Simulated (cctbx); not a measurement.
# Interatomic vectors of BiPPbS5

Space group C2/m (no. 12), a = 15.8280 Å, b = 6.5790 Å, c = 8.3590 Å, α = 90.00°, β = 112.13°, γ = 90.00°, content Bi4 Pb4 S20 P4.

The data are simulated with cctbx, not measured: Cu Kα, λ = 1.54184 Å, to d = 0.83 Å, 95 % of the full sphere, strongest reflection 70000 counts, noise from counting, a 2 % proportional error and a noise floor of 15 counts (s.d.); no absorption, some extinction.

Patterson synthesis from sharpened amplitudes, origin scaled to 1000:

```text
Patterson group C 1 2/m 1
      u       v       w   height  length (A)
  0.000   0.000   0.000   1000.0     0.00
  0.147   0.500   0.866    483.7     4.41
  0.172   0.500   0.382    479.5     4.68
  0.022   0.000   0.512    258.4     4.22
  0.181   0.500   0.753    230.5     5.26
  0.162   0.260   0.063     77.8     2.96
  0.183   0.500   0.235     77.5     4.33
  0.016   0.245   0.301     75.0     2.92
  0.252   0.000   0.515     71.8     6.67
  0.124   0.260   0.518     69.0     5.39
  0.042   0.500   0.176     68.8     3.56
  0.078   0.500   0.137     66.6     3.55
  0.066   0.000   0.719     65.6     2.91
  0.183   0.000   0.032     65.0     2.80
```

**Question.** Which atom pairs make the peaks, and where is the heaviest atom?

A peak at u stands for all pairs with xi − xj = u, with weight Σ ZiZj against Σ Z² = 60472 at the origin. Peak heights follow these weights only roughly, since form factors, motion and series ripples differ, all vectors within 0.55 Å of a peak are counted as merged into it though the farther ones add only part of their weight, and F(000) is left out, which lowers the whole map:

| u | v | w | shortest length (Å) | height | 1000 ΣZiZj/ΣZ² | pairs in the cell |
| --- | --- | --- | --- | --- | --- | --- |
| 0.147 | 0.500 | 0.866 | 4.41 | 484 | 533 | 4 × Bi–Pb, 4 × Bi–P |
| 0.172 | 0.500 | 0.382 | 4.68 | 480 | 533 | 4 × Bi–Pb, 4 × Bi–P |
| 0.022 | 0.000 | 0.512 | 4.16 | 258 | 391 | 2 × Bi–Bi, 8 × Pb–P |
| 0.181 | 0.500 | 0.753 | 4.68 | 230 | 230 | 2 × Pb–Pb, 2 × P–P |
| 0.162 | 0.260 | 0.063 | 2.96 | 78 | 261 | 8 × Pb–S, 4 × Bi–S |
| 0.183 | 0.500 | 0.235 | 4.33 | 78 | 81 | 4 × Pb–P |
| 0.016 | 0.245 | 0.301 | 2.92 | 75 | 175 | 4 × Bi–S, 4 × Pb–S |
| 0.252 | 0.000 | 0.515 | 4.64 | 72 | 104 | 4 × Pb–S, 4 × S–S |
| 0.124 | 0.260 | 0.518 | 4.37 | 69 | 88 | 4 × Bi–S |
| 0.042 | 0.500 | 0.176 | 3.56 | 69 | 87 | 4 × Pb–S |

The table stops at ten peaks or at a height of 45, below which ripples compete. In the model behind the data Bi, the heaviest element, has 1 independent site: (0.0145, 0, 0.2590), up to an allowed shift of origin; the Bi–Bi vectors are differences of these positions and their symmetry mates. Elements of similar Z can't be told apart from the map alone. The whole model:

```
atom  mult.       x       y       z  Ueq (Å²)
 Bi1      4  0.0145       0  0.2590    0.0092
 Pb1      4  0.3402       0  0.8770    0.0121
  S1      8  0.1418  0.2502  0.7794    0.0131
  S2      4  0.0919     1/2  0.3999    0.0211
  S3      4       0  0.2408       0    0.0215
  S4      4  0.1968       0  0.2935    0.0217
  P1      4  0.1621     1/2  0.6489    0.0156
```

The model is made up (kin elements in a known structure type, no relaxation), so it says nothing on whether the phase exists.

[Logs are printed without paths, hosts, clocks, repeated set-up lines and the standing remarks that a program may print on its own settings, such as how far it seeks lower states.]
